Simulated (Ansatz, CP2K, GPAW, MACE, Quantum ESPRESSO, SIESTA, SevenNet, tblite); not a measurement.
# From one method to another: forces in liquid K2CO3 at 1100 K (108 atoms)

36 K+, 18 CO3 2- placed at random, at 1.93 g/cm³; overlaps pushed apart, then 10 ps at 1500 K with harmonic planar carbonate ions with charges +1 on C and -1 on O; Joung-Cheatham ions (J. Phys. Chem. B 112, 9020 (2008)); charges of ions scaled by 0.8. Snapshot after 20 ps at 1100 K and fixed volume. The density is a measured one. Then every atom was moved at random, 0.03 Å r.m.s. a Cartesian component.

Two calculations on one geometry. First: machine-learned interatomic potential MACE MP-0b3 medium, trained on PBE(+U) plane-wave data (MACE MP-0b3 medium). Second: Kohn-Sham DFT, PBE, PAW, plane waves (Ansatz 0.2.0; cutoff 420 eV, Γ point, fermi-dirac smearing of 0.05 eV; PAW set soft_2).

Cell vectors (Å):

```
12.892 0.000 0.000
0.000 12.892 0.000
0.000 0.000 12.892
```

Atom, position (Å) and force of the first calculation (eV/Å):

```
1 C 3.220 5.009 8.643 -1.727 4.736 2.138
2 O 2.069 4.851 9.196 -2.203 -1.279 -0.427
3 O 4.051 4.136 8.580 3.657 -3.967 -0.992
4 O 3.550 6.297 8.478 0.698 0.367 -0.966
5 C 11.738 7.703 12.680 3.081 -7.524 -1.629
6 O 11.717 8.784 0.197 -0.242 12.239 4.709
7 O 10.855 7.284 11.937 -3.242 -2.469 -2.802
8 O 12.797 6.978 0.159 0.298 -1.495 0.208
9 C 10.869 2.085 2.470 4.335 -1.742 7.256
10 O 11.416 3.178 2.266 4.836 3.543 0.307
11 O 9.858 1.937 1.942 -10.664 -2.930 -5.801
12 O 11.193 1.135 3.490 0.989 1.815 -1.819
13 C 10.160 1.332 8.003 1.193 1.957 0.187
14 O 8.951 1.692 8.066 -2.867 -0.096 -0.399
15 O 10.632 0.424 8.734 0.688 -2.865 1.199
16 O 10.981 2.064 7.315 1.430 0.588 -1.209
17 C 12.790 0.769 11.480 8.077 6.787 1.236
18 O 0.034 2.033 11.373 0.142 5.045 -2.463
19 O 11.767 0.353 11.737 -13.549 -7.148 1.903
20 O 0.979 0.225 11.738 5.745 -4.974 -0.040
21 C 3.850 12.329 8.262 8.206 0.292 -0.674
22 O 3.302 11.274 8.195 -3.778 -7.482 -1.574
23 O 5.243 12.341 8.019 -1.687 0.618 -0.054
24 O 3.316 0.384 8.756 -2.917 6.601 2.408
25 C 3.240 12.332 3.383 -0.672 1.024 -2.369
26 O 2.811 0.002 2.342 -1.804 2.822 -4.878
27 O 2.510 11.430 3.765 -2.166 -4.661 3.610
28 O 4.331 12.729 3.773 4.893 0.665 2.976
29 C 8.202 4.947 11.200 -0.434 -3.461 -2.165
30 O 7.760 6.108 10.938 0.257 1.243 0.455
31 O 9.395 4.672 11.665 -0.498 0.218 0.236
32 O 7.420 3.902 10.753 1.026 1.491 1.343
33 C 2.887 4.230 12.886 -3.104 3.527 6.707
34 O 3.005 3.038 0.254 0.839 -5.074 -0.193
35 O 2.328 5.043 0.970 0.016 -1.115 0.192
36 O 3.290 4.839 11.944 2.595 1.811 -6.180
37 C 7.225 12.747 12.593 0.889 -1.276 2.892
38 O 7.905 11.836 12.078 3.953 -4.634 0.012
39 O 6.620 0.446 11.739 -5.577 5.533 -4.244
40 O 7.122 0.084 0.965 -0.152 0.319 1.197
41 C 2.897 3.818 5.175 5.088 1.982 2.543
42 O 2.476 2.813 5.628 -3.725 -9.663 2.711
43 O 4.111 4.099 5.435 3.788 1.309 -0.825
44 O 2.161 4.673 4.799 -5.638 6.889 -4.851
45 C 6.803 4.387 3.763 0.774 0.030 -0.701
46 O 7.343 5.414 3.258 1.221 3.176 -0.651
47 O 7.070 3.978 4.912 1.151 -0.818 4.121
48 O 6.054 3.700 3.050 -3.186 -2.617 -3.164
49 C 8.918 10.598 3.800 7.088 -6.828 -4.709
50 O 8.548 9.614 3.050 -0.985 -3.253 -1.041
51 O 8.082 11.381 4.020 -5.843 8.157 4.029
52 O 10.265 10.621 3.901 -0.678 1.193 2.083
53 C 7.688 9.111 8.136 3.918 -4.449 2.380
54 O 6.871 9.841 7.644 -3.889 3.399 -2.647
55 O 8.584 9.554 8.987 0.953 0.853 0.972
56 O 7.750 7.799 7.914 -0.730 0.208 -0.822
57 C 3.914 8.412 4.260 1.682 -0.848 3.605
58 O 4.513 8.825 3.277 4.052 2.100 -3.399
59 O 4.406 8.170 5.454 2.548 0.583 1.250
60 O 2.770 8.062 4.161 -8.645 -1.962 -1.644
61 C 4.429 9.139 12.435 3.447 1.611 -3.237
62 O 4.636 10.321 12.886 -0.524 2.022 1.843
63 O 3.266 8.864 12.069 -2.540 -2.186 -0.171
64 O 5.538 8.583 11.919 -1.513 -1.010 0.685
65 C 0.224 9.256 9.031 1.488 -3.773 0.476
66 O 12.505 10.225 8.637 -3.107 6.388 -2.990
67 O 1.027 8.601 8.323 2.439 -1.199 -3.007
68 O 12.813 8.785 10.146 -0.788 -1.540 4.290
69 C 11.354 5.860 5.618 -4.219 -0.086 2.931
70 O 11.966 6.445 4.827 6.574 9.225 -9.322
71 O 10.328 6.322 6.148 -4.091 1.752 2.866
72 O 11.794 4.771 5.814 1.758 -9.292 3.651
73 K 7.041 1.256 3.578 0.015 -0.048 -0.463
74 K 0.269 0.578 1.788 0.321 -0.137 -0.144
75 K 5.889 2.959 12.485 0.392 -0.176 0.216
76 K 5.771 5.996 6.834 -0.680 -1.013 0.877
77 K 9.389 3.668 6.033 -0.258 0.157 0.116
78 K 5.230 6.073 11.215 0.291 0.253 -0.710
79 K 2.281 9.432 1.594 0.336 0.212 0.656
80 K 7.982 8.393 11.822 0.543 0.356 0.156
81 K 4.160 5.898 2.966 0.211 -0.455 -0.022
82 K 9.950 7.147 9.187 -0.213 -0.425 0.450
83 K 1.750 6.814 6.252 0.222 -0.075 0.382
84 K 0.963 6.503 2.587 0.105 -0.688 0.131
85 K 5.477 10.707 5.127 0.096 0.485 0.717
86 K 11.199 8.921 6.692 -0.392 -0.052 -0.314
87 K 5.547 11.150 10.550 -0.541 -0.696 0.035
88 K 1.963 6.825 10.849 -0.531 0.331 0.001
89 K 12.856 4.004 7.898 0.332 -0.357 0.318
90 K 3.880 0.186 12.560 -0.459 -0.138 0.614
91 K 5.250 2.415 6.891 -0.228 -0.302 0.308
92 K 6.050 10.644 1.909 0.662 0.026 0.510
93 K 12.713 2.835 4.813 0.437 -0.637 -0.296
94 K 12.362 4.285 12.838 0.414 0.019 -0.131
95 K 7.663 12.324 9.388 0.949 0.719 -0.703
96 K 1.346 10.601 5.907 0.451 0.108 0.283
97 K 10.840 10.345 10.918 -0.537 0.142 -0.186
98 K 4.516 8.792 8.207 -0.500 0.037 -0.051
99 K 9.608 12.306 1.289 0.348 -0.189 0.308
100 K 0.429 12.702 9.041 0.119 0.024 -0.538
101 K 9.440 12.420 6.119 0.333 -0.017 -0.249
102 K 10.565 2.526 10.403 -0.821 0.060 0.287
103 K 11.028 7.996 3.014 -0.800 0.929 -0.256
104 K 0.977 10.306 11.789 0.252 0.137 0.156
105 K 6.922 7.564 4.939 1.263 0.661 -0.930
106 K 3.531 2.450 2.613 0.245 0.177 0.772
107 K 9.438 4.937 1.387 -0.415 -0.317 0.203
108 K 2.870 2.384 10.285 -0.386 0.488 -0.050
```

Q: Give the forces of the second method.

Atom and force (eV/Å):

```
1 -1.319 4.386 2.260
2 -2.123 -1.205 -0.521
3 3.163 -3.505 -0.963
4 0.626 0.348 -0.933
5 2.971 -7.367 -1.574
6 -0.316 12.118 4.618
7 -3.020 -2.288 -2.672
8 0.255 -1.558 0.258
9 3.861 -1.523 6.852
10 4.943 3.491 0.338
11 -10.232 -3.076 -5.463
12 0.971 1.652 -1.880
13 1.147 1.969 0.195
14 -2.466 -0.270 -0.502
15 0.521 -2.657 0.972
16 1.198 0.391 -1.000
17 7.430 6.767 1.539
18 0.096 4.673 -2.430
19 -12.565 -6.838 1.700
20 5.488 -4.961 -0.047
21 7.835 0.453 -0.528
22 -3.696 -7.384 -1.553
23 -1.541 0.549 -0.014
24 -2.768 6.325 2.354
25 -0.505 1.160 -2.555
26 -1.865 2.774 -4.970
27 -2.175 -4.709 3.802
28 4.607 0.419 3.003
29 -0.473 -3.684 -2.251
30 0.383 1.325 0.600
31 -0.674 0.314 0.233
32 1.134 1.619 1.555
33 -2.697 3.479 6.209
34 0.737 -4.742 -0.218
35 0.003 -1.069 0.152
36 2.407 1.520 -5.617
37 0.950 -1.452 2.666
38 3.872 -4.589 0.301
39 -5.701 5.508 -4.029
40 -0.140 0.225 0.961
41 4.957 1.766 2.779
42 -3.679 -9.374 2.458
43 3.928 1.443 -0.916
44 -5.566 6.858 -4.815
45 0.709 -0.165 -0.567
46 1.196 3.100 -0.585
47 1.129 -0.701 3.697
48 -2.968 -2.482 -3.027
49 6.680 -6.739 -4.841
50 -0.874 -3.039 -0.874
51 -5.407 7.899 4.082
52 -0.585 1.202 2.259
53 3.596 -4.327 2.165
54 -3.445 3.062 -2.462
55 0.959 0.799 0.838
56 -0.720 0.431 -0.774
57 1.714 -0.918 3.567
58 3.719 1.906 -3.081
59 2.223 0.767 0.837
60 -8.158 -1.708 -1.606
61 3.177 1.807 -3.736
62 -0.509 1.740 1.808
63 -2.154 -2.091 0.171
64 -1.608 -0.818 0.969
65 1.431 -3.888 0.345
66 -2.982 6.132 -2.926
67 2.054 -0.956 -2.783
68 -0.616 -1.254 4.013
69 -3.915 -0.504 3.028
70 6.295 9.385 -9.206
71 -3.734 1.752 2.724
72 1.428 -8.749 3.723
73 -0.059 0.057 -0.439
74 0.325 -0.041 -0.162
75 0.441 -0.108 0.069
76 -0.763 -1.140 0.826
77 -0.203 0.176 0.105
78 0.309 0.079 -0.738
79 0.384 0.220 0.697
80 0.583 0.270 0.096
81 0.177 -0.585 0.127
82 -0.270 -0.438 0.456
83 0.290 -0.285 0.359
84 0.127 -0.825 0.091
85 -0.001 0.495 0.719
86 -0.356 -0.200 -0.171
87 -0.485 -0.540 0.031
88 -0.571 0.199 -0.087
89 0.374 -0.313 0.269
90 -0.476 -0.069 0.621
91 -0.375 -0.269 0.218
92 0.707 0.061 0.529
93 0.542 -0.504 -0.349
94 0.383 0.066 -0.110
95 0.924 0.801 -0.728
96 0.576 0.084 0.277
97 -0.532 0.131 -0.177
98 -0.520 -0.017 -0.115
99 0.234 -0.100 0.292
100 0.167 0.080 -0.543
101 0.276 -0.016 -0.352
102 -0.801 0.018 0.359
103 -0.782 0.795 -0.327
104 0.171 0.025 0.066
105 1.177 0.539 -0.915
106 0.192 0.224 0.924
107 -0.368 -0.338 0.098
108 -0.396 0.541 -0.129
```

The two sets differ by 191 meV/Å r.m.s., 6.5 % of the r.m.s. force of the Ansatz run. Machine-learned potentials mimic data converged in k, so the reference's own k-point error enters their differences. The network of bonds at the start is that of the classical potential that made the cell, and needn't be the one that DFT or experiment would give. The electronic-structure runs sample only Γ, in a cell whose shortest periodic width is 13 Å.

[Logs are printed without paths, hosts, clocks, repeated set-up lines and the standing remarks that a program may print on its own settings, such as how far it seeks lower states.]

[Hosts, paths, dates, database ids (printed as entryN), source tags and the programs' standing remarks are cut or masked in the printed files.]
